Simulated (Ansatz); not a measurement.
# Core levels in a random alloy: Mg3Mo (Mo on 25 % of the Mg sites, one arrangement), part 2 of 3

What do XPS lines of Mg3Mo (Mo on 25 % of the Mg sites, one arrangement) look like, site by site?

Ansatz 0.2.0; DFT, PBE, plane-wave PAW, default files, scalar-relativistic.

So far: The starting structure; Relaxation.

### Step 3. Valence states

The base run gives the projected DOS, from which the spectra are built.

input.yaml

```yaml
crystal:
  lattice:
    - [-4.6580042322, 2.6892999973, 5.0522553741]
    - [-4.6580042322, 2.6892999973, -5.0522553741]
    - [-3.1053361548, -5.3785999947, 5.0522553741]
  atoms:
    - { symbol: Mg, position: [0.8868502355, 0.5837853384, 0.6969351029] }
    - { symbol: Mg, position: [0.3832698477, 0.1321988948, 0.7489290471] }
    - { symbol: Mg, position: [0.258460547, 0.7262572302, 0.4677966832] }
    - { symbol: Mo, position: [0.7651302246, 0.2275477881, 0.4624175635] }
    - { symbol: Mg, position: [0.6160301673, 0.8702219373, 0.25419177] }
    - { symbol: Mo, position: [0.120084763, 0.34560457, 0.225519807] }
    - { symbol: Mg, position: [0.5046136302, 0.4933824077, -0.0112312225] }
    - { symbol: Mg, position: [-0.0014811374, -0.0092077185, -0.0077265811] }
    - { symbol: Mg, position: [0.3446140048, 0.3356038841, 0.4969124931] }
    - { symbol: Mg, position: [0.838691391, 0.8415264978, 0.4969124931] }
    - { symbol: Mo, position: [0.7552171633, 0.4382113746, 0.2929883493] }
    - { symbol: Mo, position: [0.1452230253, 1.0482055126, 0.2929883493] }
    - { symbol: Mg, position: [0.0757893807, 0.5985279003, 0.0268550478] }
    - { symbol: Mg, position: [0.5716728525, 0.1026444285, 0.0268550478] }
    - { symbol: Mg, position: [0.9507816088, 0.2165469869, 0.7648280248] }
    - { symbol: Mg, position: [0.4517189621, 0.7156096336, 0.7648280248] }
kpoints:
  mp_grid: { grid: [6, 6, 6] }
scf:
  occupations: { method: fermi_dirac, width: 0.08 }
  n_extra_bands: 18
hamiltonian:
  xc: pbe
  pseudopotentials: { kind: paw }
output:
  forces: true
  stress: true
  dos:
    projected: true
    de: 0.05
    e_range: [-30, 12]
    method: { smearing: { sigma: 0.1, scheme: gaussian } }
```

The run is started by

```
$ ansatz run input.yaml --threads 4 --pin off --max-ram 14336MiB --backend cpu --events-out ev --progress --plain --runs-dir out
```

Numbers of over 12 decimals in the logs are rounded to 6 here.

Log:

```text
[...]
Crystal: 16 atoms, lattice volume = 337.538 Å³
Basis set: ecut = 420 eV, 6617 PW (Γ), exchange–correlation on 100×100×108 points (8 copies of the dense FFT grid, shifted against one another)
Bands: 106, of which v1, the nominal top of the filled ones, is band 88 counted from 1 (87 counted from 0)
Symmetry: 2 space group operations
[...]
k-points: 68 of 216 (time reversal used)
[...]
SCF iter   1: F=—  HF=-42905.944932 eV  |F-HF|=—  |Δ(HF+E_count)|=         —  Δρ=5.22e-3  dr2=1.09e-1  ethr=1.77e-3  ⟨swp⟩=6.0  Hψ=28874  notcnv=0  defer=12
[...]
SCF iter   7: F=-42905.926416 eV  HF=-42905.926416 eV  |F-HF|=1.25e-8  |Δ(HF+E_count)|=   5.77e-8  Δρ=2.24e-6  dr2=2.51e-8  ethr=5.68e-11  ⟨swp⟩=9.0  Hψ=27551  notcnv=0
SCF 1 converged in 7 iterations: F = -42905.926416 eV  dr2 = 2.51e-8
[...]
SCF converged after 7 iterations
Free energy (F): -42905.926416 eV
[...]
Internal energy: -42905.693810 eV  (E = F + TS)
E sigma→0 (E₀):  -42905.810113 eV
Entropy (-TS):   -0.232606 eV (-14.538 meV/atom)
Fermi energy:    8.229384 eV
[...]
--- Forces (eV/Å), atoms counted from 1 ---
  atom   1  Mg    -0.00253086    -0.00885682     0.00000000
  atom   2  Mg     0.00315344     0.00403937    -0.00000000
  atom   3  Mg     0.00640668     0.00518410    -0.00000000
  atom   4  Mo    -0.00170460    -0.00218379     0.00000000
  atom   5  Mg     0.00202930    -0.00039363    -0.00000000
  atom   6  Mo    -0.01213755     0.00604888    -0.00000000
  atom   7  Mg    -0.00642059    -0.00438860    -0.00000000
  atom   8  Mg     0.00177567     0.00096857     0.00000000
  atom   9  Mg     0.00001911     0.00122297    -0.00405991
  atom  10  Mg     0.00001911     0.00122297     0.00405991
  atom  11  Mo     0.00413559    -0.00182380    -0.01583648
  atom  12  Mo     0.00413559    -0.00182380     0.01583648
  atom  13  Mg     0.00483261    -0.00353016    -0.00099648
  atom  14  Mg     0.00483261    -0.00353016     0.00099648
  atom  15  Mg    -0.00429110     0.00392625    -0.00014724
  atom  16  Mg    -0.00429110     0.00392625     0.00014724
  max |Σ_I F_I| component: 3.61e-5 eV/Å
--- Stress (GPa, compression-positive) ---
       -2.491982      -1.079951       0.000000
       -1.079951      -0.444090       0.000000
        0.000000       0.000000      -2.822296
  P = ⅓ Tr σ = -1.9195 GPa (-19.195 kbar)
--- Band table (eV; the first three rows and the last of 68) ---
  k-point 0: bands = [... 84 lower, 7.0712, 7.5659, 7.5790, 7.8790, 8.0861, 8.3868, 9.0430, 9.3350, ... 14 higher]
  k-point 1: bands = [... 84 lower, 7.5012, 7.6035, 7.6996, 7.8087, 8.0135, 8.3184, 8.9185, 9.1167, ... 14 higher]
  k-point 2: bands = [... 84 lower, 7.5611, 7.7158, 7.7590, 8.0205, 8.2075, 8.3812, 8.5854, 8.8252, ... 14 higher]
  k-point 67: bands = [... 84 lower, 7.9110, 7.9723, 8.1292, 8.2686, 8.2876, 8.4502, 8.4764, 8.9084, ... 14 higher]
```

Run time: 80 s. Hardware: 4 threads of Arm Neoverse V1, shared host; peak memory 2 GiB; 5.3 min of CPU time.

Reading the cycles: dr2 is the Hartree energy of the density residual (eV), the measure of convergence; HF is the Harris–Foulkes estimate of the energy, which meets the free energy F at convergence.

This step gave:

| Property | Result |
| --- | --- |
| free energy | -42905.9264 eV |
| energy at zero smearing | -42905.8101 eV |
| smearing term TS | 0.2326 eV |
| pressure | -1.919 GPa |
| zero of energy | Fermi level |
| share of occupied states in no projected shell | 0.1091 of the occupied states in the window |
| DOS at the Fermi level | 11.01 states/eV/cell |

The DOS has structure finer than the step of the table below, so its rows give means over 0.5 eV, whole bins alone (the curve runs from -8.47 to 2.52 eV). Peaks (eV: height): total -2.17: 13.2, -0.17: 12.1, 1.82: 12.2, 2.42: 11.2; Mo 4d -1.88: 9.01, -0.17: 6.40, 1.32: 6.64; Mg 3s -4.67: 2.96, -4.28: 3.48, -3.58: 3.74, -1.07: 2.30; Mg 3p* -0.17: 2.70, 2.42: 3.48; Mo 5s -2.27: 1.47, 2.42: 0.544.

* holds the states left over by the projection beside any projected weight of its own, shared among the starred shells. Table of DOS by E, zero at the Fermi level; means over each step; values in states/eV/cell:

```tsv
E (eV)	total	Mo 4d	Mg 3s	Mg 3p*	Mo 5s	Mo 5p*
-7.5	0	0	0	0	0	0
-7.0	0.0398	4.8e-5	0.0299	2.0e-5	0.00975	3.0e-5
-6.5	1.00	0.00229	0.761	8.1e-4	0.237	0.00197
-6.0	1.88	0.0136	1.45	0.00317	0.406	0.00750
-5.5	2.60	0.0490	2.04	0.00859	0.486	0.0150
-5.0	3.15	0.130	2.42	0.0196	0.564	0.0221
-4.5	3.86	0.293	2.85	0.0418	0.648	0.0331
-4.0	4.75	0.746	3.17	0.0842	0.704	0.0507
-3.5	7.73	3.18	3.47	0.182	0.811	0.0963
-3.0	9.41	5.12	3.07	0.308	0.766	0.135
-2.5	10.1	6.16	2.18	0.473	1.14	0.190
-2.0	12.6	8.59	1.97	0.726	1.07	0.283
-1.5	11.8	7.35	2.15	1.11	0.782	0.408
-1.0	11.2	6.21	2.02	1.61	0.825	0.565
-0.5	10.0	5.10	1.55	2.01	0.667	0.689
0.0	11.1	5.91	1.32	2.51	0.521	0.856
0.5	8.38	4.08	1.03	2.20	0.334	0.745
1.0	8.29	4.36	1.02	1.96	0.283	0.664
1.5	11.2	6.10	1.61	2.27	0.399	0.770
2.0	10.8	4.94	1.80	2.70	0.440	0.907
```

Sums over each group's atoms; a table of it gives point samples, which can step over narrow peaks. DOS of the group against E, zero at the Fermi level; values in states/eV:

```tsv
E (eV)	Mo: Mo 4d	Mg: Mg 3s	Mo: Mo 5s
-8.43	0	0	0
-7.83	0	0	0
-7.42	0	0	0
-6.83	1.1e-4	0.0702	0.0230
-6.42	0.00313	1.02	0.315
-5.83	0.0189	1.46	0.391
-5.42	0.0598	2.26	0.551
-4.83	0.178	2.65	0.630
-4.22	0.479	3.26	0.729
-3.83	1.02	3.29	0.715
-3.23	5.21	3.45	0.781
-2.83	5.10	2.78	0.805
-2.23	8.42	1.95	1.44
-1.82	8.55	2.06	0.852
-1.23	6.98	2.26	0.884
-0.62	5.10	1.66	0.722
-0.23	6.03	1.49	0.617
-0.03	6.02	1.31	0.515
0.38	4.03	1.02	0.347
0.78	3.65	0.872	0.259
1.38	6.61	1.53	0.393
1.77	5.88	2.00	0.487
2.38	4.00	2.00	0.544
```

This run's widths, added to any smearing of the DOS itself: Gaussian 0.35 eV, Lorentzian 0.2 eV plus 0.05 an eV of depth. The intensity by binding energy, zero at the Fermi level; values in % of the maximum within 13 eV:

```tsv
binding energy (eV)	21.2 eV	60 eV	1253.6 eV	1486.7 eV	5950 eV
-1.0	2.61	2.72	2.69	2.70	2.86
-0.5	6.03	6.23	6.12	6.13	6.26
0.0	40.3	41.4	40.3	40.3	39.2
0.5	66.4	68.7	67.3	67.4	69.1
1.0	79.6	81.8	80.8	81.0	83.3
1.5	92.6	93.6	93.1	93.1	92.2
2.0	99.4	99.4	99.5	99.6	99.7
2.5	78.4	80.3	80.9	81.3	89.4
3.0	62.7	66.9	67.2	67.8	79.0
3.5	41.1	47.4	47.9	48.8	67.1
4.0	17.5	24.9	25.6	26.7	49.7
4.5	9.02	16.0	16.7	17.8	40.3
5.0	5.48	11.7	12.3	13.3	33.4
5.5	3.56	8.70	9.26	10.1	27.1
6.0	2.35	6.16	6.64	7.27	20.5
6.5	1.48	3.66	3.96	4.33	12.1
7.0	0.887	1.67	1.78	1.91	4.67
7.5	0.630	0.970	1.01	1.07	2.22
8.0	0.496	0.700	0.723	0.755	1.44
```

Maxima picked by a test of local sharpness, so broad peaks and shoulders can be missing; peaks within 0.45 eV of a curve's cut are left out. Valence peaks, by row:

```tsv
photon energy (eV)	binding energy (eV)	height (% of the maximum within 13 eV)	main shell	its share (%)
21.2	1.9	100	Mo 4d	98.27
60	1.9	100	Mo 4d	90.91
1254	1.95	100	Mo 4d	90.12
1487	1.95	100	Mo 4d	88.84
5950	2.05	100	Mo 4d	58.27
```

Shapes are the site's partial DOS without matrix elements, which overweights lines from ligand s bands. Intensity against emission energy less the core level's binding energy, zero at the Fermi level; read off at these points; values in % of the unpolarised maximum:

```tsv
emission energy less the core level's binding energy (eV)	Mg L2,3	Mo L-beta2
-8.47	0.988	3.63
-8.18	1.24	4.01
-7.97	1.49	4.31
-7.67	2.13	4.81
-7.38	3.59	5.41
-7.17	5.61	5.88
-6.88	11.4	6.70
-6.58	20.7	7.72
-6.38	28.2	8.54
-6.08	39.5	10.0
-5.78	49.9	11.9
-5.58	56.2	13.5
-5.28	64.7	16.3
-4.97	72.5	20.1
-4.78	77.5	23.2
-4.47	84.9	29.0
-4.17	91.8	36.3
-3.98	95.7	42.1
-3.67	99.6	51.9
-3.58	100.0	55.3
-3.38	99.0	62.4
-3.08	93.0	72.9
-2.88	86.4	79.6
-2.58	75.2	88.4
-2.27	66.9	95.2
-2.08	64.6	98.2
-1.77	64.8	100.0
-1.48	66.0	98.5
-1.27	65.4	95.8
-0.97	61.1	89.5
-0.68	53.6	81.0
-0.47	47.3	74.3
-0.17	33.9	63.0
0.03	22.8	55.1
0.12	17.5	51.2
0.33	8.84	43.7
0.62	2.44	33.8
0.93	0.891	26.1
1.12	0.666	22.1
1.43	0.542	17.5
```

Shapes are the site's partial DOS without matrix elements, which overweights lines from ligand s bands. Emission peaks, by row:

```tsv
line	energy (eV)	height (%)
Mg L2,3	-3.55	100
Mg L2,3	-1.45	66.04
Mo L-beta2	-1.75	100
```

Recipe: projected DOS times atomic cross section and asymmetry factor (linear light, 10° from the polarisation), occupied states only, Fermi edge at 300 K, a Lorentzian width of 0.2 eV growing by 0.05 eV per eV of binding energy, and a resolution of 0.35 eV. Curves are cut 10 eV under the photon energy, above any shell that the free atom's threshold puts out of reach, or at the lower edge of the window: 8.5 eV at 21.2 eV, 8.5 eV at 60 eV, 8.5 eV at 1253.6 eV, 8.5 eV at 1486.7 eV and 8.5 eV at 5950 eV. A star in tables and legends marks shells that hold the states left over by the projection (10.9 % of the filled ones), a stand-in for orbitals that the files don't project on. Matrix elements of the solid and inelastic losses aren't modelled, nor non-dipole terms, which matter above 3 keV.

How the area divides among the shells (%):

```tsv
shell	21.2 eV	60 eV	1253.6 eV	1486.7 eV	5950 eV
Mg 3s	3.4	14.4	13.6	14.7	28.6
Mg 3p*	0.1	1.9	0.2	0.2	0.1
Mo 5s	0.2	1.8	4.7	5.6	27.2
Mo 4d	96.1	81.8	81.0	79.0	42.9
```

Cross sections used, in Mb an electron:

```tsv
shell	21.2 eV	60 eV	1253.6 eV	1486.7 eV	5950 eV
Mg 3s	0.12	0.058	2.7e-4	1.8e-4	4.8e-6
Mg 3p*	0.039	0.035	2.2e-5	1.3e-5	9.1e-8
Mo 5s	0.022	0.023	2.9e-4	2.2e-4	1.5e-5
Mo 4d	5.0	0.24	0.0014	8.4e-4	8.0e-6
```

The largest force component on a free atom is 0.016 eV/Å, so the atoms are at rest for these settings too. At the Fermi level the DOS is 11.01 states/eV a cell.

### Step 4. Core holes

XPS shifts tell sites apart. Each chosen atom gets a core hole in a self-consistent pass of its own.

input.yaml

```yaml
crystal:
  lattice:
    - [-4.6580042322, 2.6892999973, 5.0522553741]
    - [-4.6580042322, 2.6892999973, -5.0522553741]
    - [-3.1053361548, -5.3785999947, 5.0522553741]
  atoms:
    - { symbol: Mg_h, position: [0.8868502355, 0.5837853384, 0.6969351029] }
    - { symbol: Mg, position: [0.3832698477, 0.1321988948, 0.7489290471] }
    - { symbol: Mg, position: [0.258460547, 0.7262572302, 0.4677966832] }
    - { symbol: Mo_h, position: [0.7651302246, 0.2275477881, 0.4624175635] }
    - { symbol: Mg, position: [0.6160301673, 0.8702219373, 0.25419177] }
    - { symbol: Mo, position: [0.120084763, 0.34560457, 0.225519807] }
    - { symbol: Mg_h, position: [0.5046136302, 0.4933824077, -0.0112312225] }
    - { symbol: Mg, position: [-0.0014811374, -0.0092077185, -0.0077265811] }
    - { symbol: Mg, position: [0.3446140048, 0.3356038841, 0.4969124931] }
    - { symbol: Mg_h, position: [0.838691391, 0.8415264978, 0.4969124931] }
    - { symbol: Mo_h, position: [0.7552171633, 0.4382113746, 0.2929883493] }
    - { symbol: Mo_h, position: [0.1452230253, 1.0482055126, 0.2929883493] }
    - { symbol: Mg, position: [0.0757893807, 0.5985279003, 0.0268550478] }
    - { symbol: Mg, position: [0.5716728525, 0.1026444285, 0.0268550478] }
    - { symbol: Mg, position: [0.9507816088, 0.2165469869, 0.7648280248] }
    - { symbol: Mg, position: [0.4517189621, 0.7156096336, 0.7648280248] }
kpoints:
  mp_grid: { grid: [6, 6, 6] }
scf:
  occupations: { method: fermi_dirac, width: 0.08 }
  n_extra_bands: 16
hamiltonian:
  xc: pbe
  pseudopotentials: { kind: paw }
output:
  forces: true
  core_levels:
    shells: { Mg_h: "2p", Mo_h: "3d" }
    counted_from: fermi_level
    add_spin: false
```

Log:

```text
[...]
Crystal: 16 atoms, lattice volume = 337.538 Å³
Basis set: ecut = 420 eV, 6617 PW (Γ), exchange–correlation on 100×100×108 points (8 copies of the dense FFT grid, shifted against one another)
Bands: 104, of which v1, the nominal top of the filled ones, is band 88 counted from 1 (87 counted from 0)
Symmetry: 1 space group operations
[...]
k-points: 112 of 216 (time reversal used)
[...]
SCF iter   1: F=—  HF=-42905.945251 eV  |F-HF|=—  |Δ(HF+E_count)|=         —  Δρ=5.23e-3  dr2=1.09e-1  ethr=1.77e-3  ⟨swp⟩=6.0  Hψ=45919  notcnv=0  defer=1
[...]
SCF iter   7: F=-42905.926416 eV  HF=-42905.926416 eV  |F-HF|=1.22e-8  |Δ(HF+E_count)|=   5.30e-8  Δρ=2.27e-6  dr2=2.38e-8  ethr=5.68e-11  ⟨swp⟩=8.4  Hψ=43464  notcnv=0
SCF 1 converged in 7 iterations: F = -42905.926416 eV  dr2 = 2.38e-8
[...]
── core hole 1/6: 2p of Mg_h 0 ──
── 2p of Mg_h 0: 49.594 eV over the cell without the hole, in 9 iterations ──
── core hole 2/6: 3d of Mo_h 3 ──
── 3d of Mo_h 3: 226.520 eV over the cell without the hole, in 10 iterations ──
── core hole 3/6: 2p of Mg_h 6 ──
── 2p of Mg_h 6: 49.614 eV over the cell without the hole, in 10 iterations ──
── core hole 4/6: 2p of Mg_h 9 ──
── 2p of Mg_h 9: 49.383 eV over the cell without the hole, in 10 iterations ──
── core hole 5/6: 3d of Mo_h 10 ──
── 3d of Mo_h 10: 226.498 eV over the cell without the hole, in 10 iterations ──
── core hole 6/6: 3d of Mo_h 11 ──
── 3d of Mo_h 11: 226.498 eV over the cell without the hole, in 10 iterations ──
SCF converged after 7 iterations
Free energy (F): -42905.926416 eV
[...]
Internal energy: -42905.693810 eV  (E = F + TS)
E sigma→0 (E₀):  -42905.810113 eV
Entropy (-TS):   -0.232606 eV (-14.538 meV/atom)
Fermi energy:    8.229382 eV
[...]
--- Forces (eV/Å), atoms counted from 1 ---
  atom   1  Mg_h    -0.00252837    -0.00885415    -0.00000016
  atom   2  Mg       0.00315041     0.00403951     0.00000053
  atom   3  Mg       0.00640889     0.00518365    -0.00000029
  atom   4  Mo_h    -0.00170317    -0.00218372     0.00000005
  atom   5  Mg       0.00202507    -0.00039375    -0.00000014
  atom   6  Mo      -0.01213669     0.00604982    -0.00000019
  atom   7  Mg_h    -0.00641699    -0.00438947     0.00000035
  atom   8  Mg       0.00177261     0.00096639    -0.00000031
  atom   9  Mg       0.00001914     0.00122421    -0.00405874
  atom  10  Mg_h     0.00001858     0.00122356     0.00405872
  atom  11  Mo_h     0.00413468    -0.00182431    -0.01583390
  atom  12  Mo_h     0.00413437    -0.00182399     0.01583352
  atom  13  Mg       0.00483276    -0.00353129    -0.00099497
  atom  14  Mg       0.00483280    -0.00353140     0.00099430
  atom  15  Mg      -0.00429049     0.00392655    -0.00014695
  atom  16  Mg      -0.00429082     0.00392665     0.00014693
  max |Σ_I F_I| component: 3.72e-5 eV/Å
--- Band table (eV; the first three rows and the last of 112) ---
  k-point 0: bands = [... 84 lower, 7.0712, 7.5659, 7.5790, 7.8790, 8.0861, 8.3868, 9.0430, 9.3350, ... 12 higher]
  k-point 1: bands = [... 84 lower, 7.5012, 7.6035, 7.6996, 7.8087, 8.0135, 8.3184, 8.9185, 9.1167, ... 12 higher]
  k-point 2: bands = [... 84 lower, 7.5611, 7.7158, 7.7590, 8.0205, 8.2075, 8.3812, 8.5854, 8.8252, ... 12 higher]
  k-point 111: bands = [... 84 lower, 7.9110, 7.9723, 8.1292, 8.2686, 8.2876, 8.4502, 8.4764, 8.9084, ... 12 higher]
--- Core levels from the Fermi level (as output.core_levels.counted_from types it; a hole's nearest image at 7.4 Å) ---
  the holes have no spin, as output.core_levels.add_spin types it
  atom         alike  shell      binding/eV   shift/eV difference/eV images/eV   SCF
  Mg_h 0           1     2p          49.594     +0.000        49.594         –     9
  Mo_h 3           1     3d         226.520     +0.000       226.520         –    10
  Mg_h 6           1     2p          49.614     +0.020        49.614         –    10
  Mg_h 9           1     2p          49.383     -0.210        49.383         –    10
  Mo_h 10          1     3d         226.498     -0.023       226.498         –    10
  Mo_h 11          1     3d         226.498     -0.023       226.498         –    10
  the dataset of Mg_h with a 2p hole: scattering error 0.005 eV (0.000 eV in the local channel); free atom: scalar-relativistic, large and small components
  the two lines of Mg_h's 2p: 2p1/2 +0.179 eV and 2p3/2 -0.090 eV off its levels, 1 : 2 in strength
  the dataset of Mo_h with a 3d hole: scattering error 0.005 eV; free atom: scalar-relativistic, large and small components
  the two lines of Mo_h's 3d: 3d3/2 +1.908 eV and 3d5/2 -1.272 eV off its levels, 2 : 3 in strength
```

Elapsed: 18 min, on 4 threads; peak memory 2.7 GiB.

This step gave:

```
symmetry operations : 1
```

Each level is the free energy with the hole less that without it. The electron goes to the Fermi level, so the difference is a binding energy from E_F. The hole's nearest image is 7.4 Å away, and the holes carry no spin, so absolute levels are rough.

```tsv
atom	region	shell	level (eV)	shift (eV)	j lines (eV)	doubts
Mg1	-	2p	49.59	+0.21	49.77 / 49.50	-
Mo4	-	3d	226.52	+0.02	228.43 / 225.25	-
Mg7	-	2p	49.61	+0.23	49.79 / 49.52	-
Mg10	-	2p	49.38	+0.00	49.56 / 49.29	-
Mo11	-	3d	226.50	-0.00	228.41 / 225.23	-
Mo12	-	3d	226.50	+0.00	228.41 / 225.23	-
```

Levels of p, d and f shells are means over their two j lines, weighted by degeneracy; the splitting comes from the atom's own solve. Shifts count from the last listed atom of each element.

The Mg 2p lines of the listed atoms alone (other atoms of the cell aren't counted), as Gaussians 0.8 eV wide, no depth weighting. Intensity against Mg 2p level; read off at these points:

Mg 2p level (eV), intensity (%) and a bar:
```
    47.80          0 
    48.00          0 
    48.20          0 
    48.40          1 
    48.60          5 #
    48.80         15 #####
    49.00         38 ###########
    49.20         69 #####################
    49.40         95 ############################
    49.52        100 ##############################
    49.60         98 #############################
    49.80         77 #######################
    50.00         46 ##############
    50.20         21 ######
    50.40          7 ##
    50.60          2 #
    50.80          0 
    51.00          0 
    51.20          0
```

The Mo 3d lines of the listed atoms alone (other atoms of the cell aren't counted), as Gaussians 0.8 eV wide, no depth weighting. The intensity by Mo 3d level; read off at these points:

```tsv
Mo 3d level (eV)	intensity (%)
223.80	0.0139
224.00	0.140
224.20	0.991
224.40	4.96
224.60	17.7
224.80	44.4
225.00	79.0
225.20	99.5
225.23	100.0
225.40	88.6
225.60	55.9
225.80	24.9
226.00	7.87
226.20	1.76
226.40	0.276
226.60	0.0311
226.80	0.00333
227.00	0.0119
227.20	0.114
227.40	0.785
227.60	3.81
227.80	13.1
228.00	31.8
228.20	54.7
228.40	66.6
228.60	57.4
228.80	35.0
229.00	15.1
229.20	4.60
229.40	0.995
229.60	0.152
229.80	0.0163
```

[end of part 2 of 3]

[Logs are printed without paths, hosts, clocks, repeated set-up lines and the standing remarks that a program may print on its own settings, such as how far it seeks lower states.]

[Hosts, paths, dates, database ids (printed as entryN), source tags and the programs' standing remarks are cut or masked in the printed files.]

[Maps of the electrostatic potential energy from Ansatz leave out the sawtooth potential of an applied field or a dipole correction, so their vacuum need not be flat; work functions include it.]
